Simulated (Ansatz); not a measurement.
# CaI2 monolayer (1T): from the cell to its phonons, part 2 of 3

Aim: the vibrations of CaI2 monolayer (1T), their spectra, and whether the structure is stable.

Ansatz 0.2.0; DFT LDA, scalar-relativistic, plane waves, PAW; PAW set soft_1.

So far: The starting structure; Bringing the structure to rest.

## (2) Bringing the structure to rest (continued)

Valence density in the ac plane at fractional y = 0.000, with atoms of Ca within 0.2 Å of it. It is the smooth field of the valence electrons, not physical close to the nuclei.

Values in e/Å³, 24 rows by 14 columns, each cell a mean:
```
0.0 0.0 0.0 0.0 0.0 0.0 0.0 0.0 0.0 0.0 0.0 0.0 0.0 0.0
0.0 0.0 0.0 0.0 0.0 0.0 0.0 0.0 0.0 0.0 0.0 0.0 0.0 0.0
0.0 0.0 0.0 0.0 0.0 0.0 0.0 0.0 0.0 0.0 0.0 0.0 0.0 0.0
0.0 0.0 0.0 0.0 0.0 0.0 0.0 0.0 0.0 0.0 0.0 0.0 0.0 0.0
0.0 0.0 0.0 0.0 0.0 0.0 0.0 0.0 0.0 0.0 0.0 0.0 0.0 0.0
0.0 0.0 0.0 0.0 0.0 0.0 0.0 0.0 0.0 0.0 0.0 0.0 0.0 0.0
0.0 0.0 0.0 0.0 0.0 0.0 0.0 0.0 0.0 0.0 0.0 0.0 0.0 0.0
0.0 0.0 0.0 0.0 0.0 0.0 0.0 0.0 0.0 0.0 0.0 0.0 0.0 0.0
0.0 0.0 0.0 0.0 0.0 0.0 0.0 0.0 0.0 0.0 0.0 0.0 0.0 0.0
0.0 0.0 0.0 0.0 0.0 0.0 0.0 0.0 0.0 0.0 0.0 0.0 0.0 0.0
0.0 0.0 0.0 0.0 0.0 0.0 0.0 0.0 0.0 0.0 0.0 0.0 0.0 0.0
0.0 0.0 0.0 0.0 0.0 0.0 0.0 0.0 0.0 0.0 0.0 0.0 0.0 0.0
0.0 0.0 0.0 0.0 0.0 0.0 0.0 0.0 0.0 0.0 0.0 0.0 0.0 0.0
0.0 0.0 0.0 0.0 0.0 0.0 0.0 0.0 0.0 0.0 0.0 0.0 0.0 0.0
0.0 0.0 0.0 0.1 0.1 0.2 0.2 0.3 0.2 0.2 0.1 0.1 0.0 0.0
2.7 2.0 0.8 0.2 0.1 0.1 0.1 0.1 0.1 0.1 0.1 0.3 1.2 2.3
3.1 2.2 0.9 0.2 0.1 0.1 0.1 0.1 0.1 0.1 0.1 0.4 1.4 2.6
0.0 0.0 0.1 0.1 0.1 0.2 0.2 0.3 0.2 0.2 0.1 0.1 0.0 0.0
0.0 0.0 0.0 0.0 0.0 0.0 0.0 0.1 0.0 0.0 0.0 0.0 0.0 0.0
0.0 0.0 0.0 0.0 0.0 0.0 0.0 0.0 0.0 0.0 0.0 0.0 0.0 0.0
0.0 0.0 0.0 0.0 0.0 0.0 0.0 0.0 0.0 0.0 0.0 0.0 0.0 0.0
0.0 0.0 0.0 0.0 0.0 0.0 0.0 0.0 0.0 0.0 0.0 0.0 0.0 0.0
0.0 0.0 0.0 0.0 0.0 0.0 0.0 0.0 0.0 0.0 0.0 0.0 0.0 0.0
0.0 0.0 0.0 0.0 0.0 0.0 0.0 0.0 0.0 0.0 0.0 0.0 0.0 0.0
```
Columns run along a (4.3 Å), rows up along c (30.4 Å). Atoms in or near the plane, at fractional coordinates: Ca at (0.00, 0.33).

## (3) Relaxing to small forces for the phonons

Phonons need a cell at rest on their own settings, so the relaxation is repeated with tight tolerances on forces and stress on the k mesh and occupations of the first response run.

The input, input.yaml:

```yaml
crystal:
  lattice:
    - [4.346275155, 0.0, 0.0]
    - [-2.1731375775, 3.763984696, 0.0]
    - [0.0, 0.0, 30.4]
  atoms:
    - { symbol: Ca, position: [0.0, 0.0, 0.3289473684] }
    - { symbol: I, position: [0.3333333333, 0.6666666667, 0.3866144174] }
    - { symbol: I, position: [0.6666666667, 0.3333333333, 0.2712803195] }
  periodic: [true, true, false]
kpoints:
  mp_grid: { grid: [6, 6, 1] }
hamiltonian:
  xc: lda
  pseudopotentials: { kind: paw, azcp: { folder: soft_1 }, xc_functional: pbe }
scf:
  occupations: { method: fixed }
output:
  forces: true
  stress: true
  eigenvalues: true
  write_density: true
  write_potential: true
  elf: true
  volumetric_format: npy
relax:
  adjacent_minimum: "off"
  f_tol: 0.001
  max_steps: 60
  cell: { stress_2d_tol: 0.002 }
```

Command:

```sh
> ansatz run input.yaml --threads 4 --pin off --max-ram 16384MiB --backend cpu --events-out ev --progress --plain --runs-dir out
```

Numbers of over 12 decimals in the logs are rounded to 6 here.

The log of the run:

```text
[...]
Crystal: 3 atoms, lattice volume = 497.323 Å³
Basis set: ecut = 420 eV, 9779 PW (Γ)
Bands: 27, of which v1, the nominal top of the filled ones, is band 22 counted from 1 (21 counted from 0)
Symmetry: 12 space group operations
[...]
k-points: 7 of 36
[...]
--- Relaxed structure (2 steps of the walk, 2 accepted, 1 SCFs on fresh bases) ---
[...]
cell:  # Å, volume = 497.2837 Å³
    - [4.346103, 0.0, 0]
    - [-2.173051, 3.763835, 0]
    - [0, 0, 30.4]
  atoms:
    - { symbol: Ca, position: [0, 0, 0.328947] }
    - { symbol: I, position: [0.333333, 0.666667, 0.386606] }
    - { symbol: I, position: [0.666667, 0.333333, 0.271288] }
[key lines of the parts left out:]
SCF converged after 10 iterations
Free energy (F): -16489.313258 eV
Fermi energy:    -6.735821 eV
P = ½ c Tr σ = -0.0018 N/m
```

Wall time 13 s (4 threads of Arm Neoverse N1, shared host); peak memory 0.71 GiB; 48 s of CPU time.

Little changed from the start: no atom moved by 0.005 Å and no cell edge by 0.1 %.

Valence density in the ac plane at fractional y = 0.333, with atoms of I within 0.2 Å of it. It is the smooth field of the valence electrons, not physical close to the nuclei.

Values in units of 1e0 e/Å³, 24 rows by 14 columns, each cell a mean:
```
0.0 0.0 0.0 0.0 0.0 0.0 0.0 0.0 0.0 0.0 0.0 0.0 0.0 0.0
0.0 0.0 0.0 0.0 0.0 0.0 0.0 0.0 0.0 0.0 0.0 0.0 0.0 0.0
0.0 0.0 0.0 0.0 0.0 0.0 0.0 0.0 0.0 0.0 0.0 0.0 0.0 0.0
0.0 0.0 0.0 0.0 0.0 0.0 0.0 0.0 0.0 0.0 0.0 0.0 0.0 0.0
0.0 0.0 0.0 0.0 0.0 0.0 0.0 0.0 0.0 0.0 0.0 0.0 0.0 0.0
0.0 0.0 0.0 0.0 0.0 0.0 0.0 0.0 0.0 0.0 0.0 0.0 0.0 0.0
0.0 0.0 0.0 0.0 0.0 0.0 0.0 0.0 0.0 0.0 0.0 0.0 0.0 0.0
0.0 0.0 0.0 0.0 0.0 0.0 0.0 0.0 0.0 0.0 0.0 0.0 0.0 0.0
0.0 0.0 0.0 0.0 0.0 0.0 0.0 0.0 0.0 0.0 0.0 0.0 0.0 0.0
0.0 0.0 0.0 0.0 0.0 0.0 0.0 0.0 0.0 0.0 0.0 0.0 0.0 0.0
0.0 0.0 0.0 0.0 0.0 0.0 0.0 0.0 0.0 0.0 0.0 0.0 0.0 0.0
0.0 0.0 0.0 0.0 0.0 0.0 0.0 0.0 0.0 0.0 0.0 0.0 0.0 0.0
0.0 0.0 0.0 0.0 0.0 0.0 0.0 0.0 0.0 0.0 0.0 0.0 0.0 0.0
0.0 0.0 0.0 0.0 0.0 0.0 0.0 0.0 0.0 0.0 0.0 0.0 0.0 0.0
0.2 0.2 0.3 0.3 0.2 0.1 0.1 0.0 0.0 0.0 0.0 0.0 0.1 0.1
0.1 0.2 0.2 0.2 0.1 0.1 0.1 0.0 0.0 0.0 0.0 0.0 0.1 0.1
0.1 0.1 0.1 0.1 0.1 0.1 0.2 0.4 0.7 1.1 0.8 0.5 0.3 0.2
0.1 0.1 0.0 0.1 0.1 0.3 0.6 2.3 6.8 9.9 8.2 3.4 0.8 0.4
0.0 0.0 0.0 0.0 0.0 0.1 0.1 0.2 0.3 0.3 0.3 0.2 0.1 0.1
0.0 0.0 0.0 0.0 0.0 0.0 0.0 0.0 0.0 0.0 0.0 0.0 0.0 0.0
0.0 0.0 0.0 0.0 0.0 0.0 0.0 0.0 0.0 0.0 0.0 0.0 0.0 0.0
0.0 0.0 0.0 0.0 0.0 0.0 0.0 0.0 0.0 0.0 0.0 0.0 0.0 0.0
0.0 0.0 0.0 0.0 0.0 0.0 0.0 0.0 0.0 0.0 0.0 0.0 0.0 0.0
0.0 0.0 0.0 0.0 0.0 0.0 0.0 0.0 0.0 0.0 0.0 0.0 0.0 0.0
```
Columns run along a (4.3 Å), rows up along c (30.4 Å). Atoms in or near the plane, at fractional coordinates: I at (0.67, 0.27).

ELF in the ac plane at fractional y = 0.333, with atoms of I within 0.2 Å of it. It is the smooth field of the valence electrons, not physical close to the nuclei.

Ten even steps from '0' (0.00) to '9' (0.77), each cell a mean:
```
00000000000000
00000000000000
00000000000000
00000000000000
00000000000000
00000000000000
00000000000000
00000000000000
00000000000000
00000000000000
00000000000000
00000000000000
00000000000000
45665310000012
99999741000136
34444321111112
21002477777775
83026996444589
31002689999987
00000012222210
00000000000000
00000000000000
00000000000000
00000000000000
```
Columns run along a (4.3 Å), rows up along c (30.4 Å). Atoms in or near the plane, at fractional coordinates: I at (0.67, 0.27).

Electrostatic potential energy in the ac plane at fractional y = 0.333, with atoms of I within 0.2 Å of it. With pseudopotentials it is smooth inside the atoms' cores, unlike the true potential.

Ten even steps from '_' (-11 eV) to '@' (0 eV), each cell a mean:
```
@@@@@@@@@@@@@@@@@@@@@@@@@@@@
@@@@@@@@@@@@@@@@@@@@@@@@@@@@
@@@@@@@@@@@@@@@@@@@@@@@@@@@@
@@@@@@@@@@@@@@@@@@@@@@@@@@@@
@@@@@@@@@@@@@@@@@@@@@@@@@@@@
@@@@@@@@@@@@@@@@@@@@@@@@@@@@
@@@@@@@@@@@@@@@@@@@@@@@@@@@@
@@@@@@@@@@@@@@@@@@@@@@@@@@@@
@@@@@@@@@@@@@@@@@@@@@@@@@@@@
@@@@@@@@@@@@@@@@@@@@@@@@@@@@
@@@@@@@@@@@@@@@@@@@@@@@@@@@@
@@@@@@@@@@@@@@@@@@@@@@@@@@@@
@@@@@@@@@@@@@@@@@@@@@@@@@@@@
@@@@@@@@@@@@@@@@@@@@@@@@@@@@
**==--==++##%%@@@@@@@@@@%%##
++==----++**##%%%%%%%%%%##**
++======++++==----::::--==++
##%%%%%%##==______::______::
@@@@@@@@@@%%##**++==++++##%%
@@@@@@@@@@@@@@@@@@@@@@@@@@@@
@@@@@@@@@@@@@@@@@@@@@@@@@@@@
@@@@@@@@@@@@@@@@@@@@@@@@@@@@
@@@@@@@@@@@@@@@@@@@@@@@@@@@@
@@@@@@@@@@@@@@@@@@@@@@@@@@@@
```
Columns run along a (4.3 Å; values clipped at the 3rd and 97th percentile), rows up along c (30.4 Å). Atoms in or near the plane, at fractional coordinates: I at (0.67, 0.27).

The largest force component left is 0.26 meV/Å, within the tolerances set.

## (4) Modes at Γ

The zone centre comes first: it holds the modes that light can see, as far as symmetry allows. The response to a homogeneous field gives the Born charges and the dielectric tensor, and its change with displacement the Raman tensors.

input.yaml, the sections that differ from step 3:

```yaml
crystal:
  lattice:
    - [4.3461027275, 0.0, 0.0]
    - [-2.1730513637, 3.7638353694, 0.0]
    - [0.0, 0.0, 30.4]
  atoms:
    - { symbol: Ca, position: [0.0, 0.0, 0.3289473684] }
    - { symbol: I, position: [0.3333333333, 0.6666666667, 0.3866063898] }
    - { symbol: I, position: [0.6666666667, 0.3333333333, 0.2712883471] }
  periodic: [true, true, false]
output:
  eigenvalues: true
phonons:
  method: dfpt
  dielectric: true
  raman: true
# kpoints, hamiltonian, scf: as in step 3
# relax: removed
```

The log of the run:

```text
Warning: phonons.dielectric: true without phonons.rigid_motions: the static dielectric tensor ε⁰ will be withheld (ε∞, Z* and the rows of modes are given); for a crystal or a slab, whose only rigid motions are the translations, set phonons.rigid_motions: translations
Warning: crystal.symmetry: narrowed to the stabiliser of the run's FFT grids — unitary ops 12 → 6. A phonons.method: dfpt run fills in the rows of the dynamical matrix that it does not solve by its symmetry operations, which is exact only for operations that map its FFT grids onto themselves: filled in by any other, the frequencies could depend on the order in which like atoms are typed, or, by more than the grids' own error, on where the crystal sits among the grids' points. Excluded: 6 operations. The run can therefore solve more perturbations, solve them on more k-points, or both, and cost more. [rest of the remark cut]
[...]
Crystal: 3 atoms, lattice volume = 497.284 Å³
Basis set: ecut = 420 eV, 9779 PW (Γ), exchange–correlation on 60×60×432 points (8 copies of the dense FFT grid, shifted against one another)
Bands: 27, of which v1, the nominal top of the filled ones, is band 22 counted from 1 (21 counted from 0)
Symmetry: 12 space group operations
k-points: 13 of 36 (irreducible under 2 space group operations, time reversal used)
[...]
SCF iter  10: F=-16489.313242 eV  HF=-16489.313242 eV  |F-HF|=8.37e-11  |Δ(HF+E_count)|=  2.33e-10  Δρ=4.36e-8  dr2=7.35e-12  ethr=1.00e-12  ⟨swp⟩=33.0  Hψ=4322  notcnv=0
SCF 1 converged in 10 iterations: F = -16489.313242 eV  dr2 = 7.35e-12
[...]
DFPT response loops at Γ: preconditioner auto → none (the input reference at scf.mixing.eps_inf says where Resta's filter doesn't serve); β = 0.50; Broyden in place of MSR1
── the response to a field inside a basis, on 8×8×1 k-points: an SCF that follows is theirs, and a resumed run solves both again ──
Bands: 23, of which v1, the nominal top of the filled ones, is band 22 counted from 1 (21 counted from 0)
k-points: 20 of 64 (irreducible under 2 space group operations, time reversal used)
[...]
Eigensolver: Dense (20 Hₖ)
SCF iter   1: F=—  HF=-16489.295959 eV  |F-HF|=—  |Δ(HF+E_count)|=         —  Δρ=5.35e-5  dr2=4.89e-6  ethr=1.00e-1
[...]
SCF iter   6: F=-16489.295962 eV  HF=-16489.295962 eV  |F-HF|=5.46e-11  |Δ(HF+E_count)|=  2.47e-10  Δρ=4.98e-8  dr2=7.82e-12  ethr=1.00e-12
SCF 1 converged in 6 iterations: F = -16489.295962 eV  dr2 = 7.82e-12
[...]
SCF converged after 10 iterations
Free energy (F): -16489.313242 eV
[...]
Internal energy: -16489.313242 eV  (E = F + TS)
E sigma→0 (E₀):  -16489.313242 eV
Fermi energy:    -6.735833 eV
[...]
--- Band table (eV; the first three rows and the last of 13) ---
  k-point 0: bands = [... 18 lower, -7.4791, -7.2935, -6.7358, -6.7358, -2.3260, -2.2468, -2.2468, -1.8807, ... 1 higher]
  k-point 1: bands = [... 18 lower, -7.5094, -7.4664, -7.1039, -6.9392, -2.5674, -1.9364, -1.9243, -1.5073, ... 1 higher]
  k-point 2: bands = [... 18 lower, -8.0435, -7.5616, -7.3105, -7.2949, -3.0154, -1.5353, -1.3870, -1.0010, ... 1 higher]
  k-point 12: bands = [... 18 lower, -8.0059, -7.8027, -7.7127, -7.4870, -2.6440, -1.7019, -1.2272, -0.8779, ... 1 higher]
--- Phonons (Γ-DFPT): 6 representative perturbations + reference, on 13 of 36 k-points (Σ response iterations 25) ---
  ASR residual: 8.319e-5 → 0.000e0 eV/Å²; symmetrization residual: 1.192e-5 eV/Å²
  The last average, over the group as it would stand without the narrowing to the FFT grids, took up to 8.065e-6 eV/Å² of the zone centre's force constants
  ASR residual per site (eV/Å²): 6.67e-5 8.32e-5 8.22e-5
  Γ frequencies (cm⁻¹): 0.00 0.00 0.00 71.48 71.48 92.07 166.94 166.94 234.77
  ε∞ (high-frequency dielectric tensor):
        1.707028     0.000000     0.000000
        0.000000     1.707028    -0.000000
        0.000000    -0.000000     1.170214
  α∞ (the layer's polarisability for a field applied outside it; Å, Gaussian; ε∞ is over the cell's 30.400 Å):
        1.710410     0.000000     0.000000
        0.000000     1.710410    -0.000000
        0.000000    -0.000000     0.411775
  ε⁰ (static dielectric tensor): not given — the deck does not say what the cell's rigid motions are, and on a molecule in a box or a wire the rigid rotations would enter the sum over the modes at Γ. For a crystal or a slab, whose only rigid motions are the translations, set phonons.rigid_motions: translations.
  Born effective charges Z* (e; rows j = field, columns β = displacement):
    site 0:
         2.42152    0.00000    0.00000
         0.00000    2.42152    0.00000
        -0.00000    0.00000    0.41197
    site 1:
        -1.21076   -0.00000   -0.00000
         0.00000   -1.21076   -0.00000
         0.00000   -0.00000   -0.20598
    site 2:
        -1.21076   -0.00000    0.00000
        -0.00000   -1.21076   -0.00000
         0.00000   -0.00000   -0.20598
  Z* charge neutrality: 2.113e-3 e pre-enforcement
  solved inside a basis spanned on kpoints, on 8×8×1 k-points: ε∞ is read to err by 3.9e-3, Z* by 1.9e-2 e (field_mesh: kpoints solves on kpoints); Z* is corrected for what the basis lacks
  Raman tensors (in the event stream and the table raman_tensors.tsv): an entry may err by 2.6e-1 Å², one of the second-order susceptibility by 3.5e-21 pm/V (basis, points and sum rule); their sum over the sites missed zero by 2.220e-16 Å² ahead of its enforcement
  optical modes at Γ without the LO–TO term, one row a degenerate level:
      ω (cm⁻¹)  modes    IR ((D/Å)²/amu)  static Raman (Å⁴/amu)  depolarisation
         71.48      2             0.0000                 1.3751           0.750
         92.07      1             0.0000                 1.3071           0.009
        166.94      2             7.8169                 0.0000               —
        234.77      1             0.1131                 0.0000               —
```

It took 7.8 min on 4 threads; peak memory 3 GiB.

In the SCF lines HF is the Harris–Foulkes energy and dr2 the Hartree energy of the density residual, in eV; the loop may stop once dr2 is under the threshold and the program's other checks hold. Hψ counts applications of the Hamiltonian.

Numbers from this step:

- sum-rule residual before enforcement: 8.32e-5 eV/Å²
- miss of the charge sum rule: 0.002113 e
- estimated error of the dielectric tensor: 0.003865
- estimated error of the Born charges: 0.01874 e
- point group: -3m
- highest optical mode at the zone centre (no LO-TO term): 234.8 cm⁻¹
- lowest optical zone-centre mode: 71.48 cm⁻¹
- largest Born charge (third of the trace): 1.752 e

Without the LO-TO term. Patterns of degenerate modes are one choice out of their space. Modes at Γ, with each element's share of the kinetic energy:

| mode | frequency (cm⁻¹) | symmetry | Ca % | I % |
| --- | --- | --- | --- | --- |
| 1 | 0.0 | acoustic | 14 | 86 |
| 2 | 0.0 | acoustic | 14 | 86 |
| 3 | 0.0 | acoustic | 14 | 86 |
| 4 | 71.5 | Eg | 0 | 100 |
| 5 | 71.5 | Eg | 0 | 100 |
| 6 | 92.1 | A1g | 0 | 100 |
| 7 | 166.9 | Eu | 86 | 14 |
| 8 | 166.9 | Eu | 86 | 14 |
| 9 | 234.8 | A2u | 86 | 14 |

Displacements in mode 4 (71.5 cm⁻¹), the largest set to 1:
```
Ca1  0.00  0.00  0.00
I2   1.00  0.09  0.00
I3  -1.00 -0.09  0.00
```

Displacements in mode 9 (234.8 cm⁻¹), the largest set to 1:
```
Ca1  0.00  0.00  1.00
I2   0.00  0.00 -0.16
I3   0.00  0.00 -0.16
```

High-frequency dielectric tensor, averaged over the cell of height 30.4 Å or as lengthened by the program, vacuum included. Tensor:

|  | x | y | z |
| --- | --- | --- | --- |
| x | 1.707 | 0 | 0 |
| y | 0 | 1.707 | 0 |
| z | 0 | 0 | 1.17 |

Born charge (rows field, columns displacement) (e), principal values of the symmetric part by kind of site:

| atom | atoms with these values | low | middle | high | mean |
| --- | --- | --- | --- | --- | --- |
| Ca1 | 1 | 0.41 | 2.42 | 2.42 | 1.75 |
| I2 | 2 | -1.21 | -1.21 | -0.21 | -0.88 |

In full for Ca1:

```
2.42 0.00 0.00
0.00 2.42 0.00
0.00 0.00 0.41
```

Transverse modes. Lines of the infrared spectrum (strongest = 100):

| position (cm⁻¹) | label | relative intensity |
| --- | --- | --- |
| 72 | Eg | 0.0 |
| 92 | A1g | 0.0 |
| 167 | Eu | 100 |
| 235 | A2u | 1.4 |

Activity x (w_L - w)^4 (n + 1)/w, 532 nm, 300 K. Raman lines, with heights relative to the strongest:

| position (cm⁻¹) | label | relative intensity |
| --- | --- | --- |
| 72 | Eg | 100 |
| 92 | A1g | 60 |
| 167 | Eu | 0.0 |
| 235 | A2u | 0.0 |

Before it was imposed, the acoustic sum rule was missed by 8.3e-5 eV/Å² and the charge sum rule by 0.0021 e. Small misses are needed for a sound result but don't prove that mesh and cutoff are converged. The lowest optical mode is real, 71.5 cm⁻¹.

(Part 2 of 3 ends here.)

[Logs are printed without paths, hosts, clocks, repeated set-up lines and the standing remarks that a program may print on its own settings, such as how far it seeks lower states.]

[Hosts, paths, dates, database ids (printed as entryN), source tags and the programs' standing remarks are cut or masked in the printed files.]
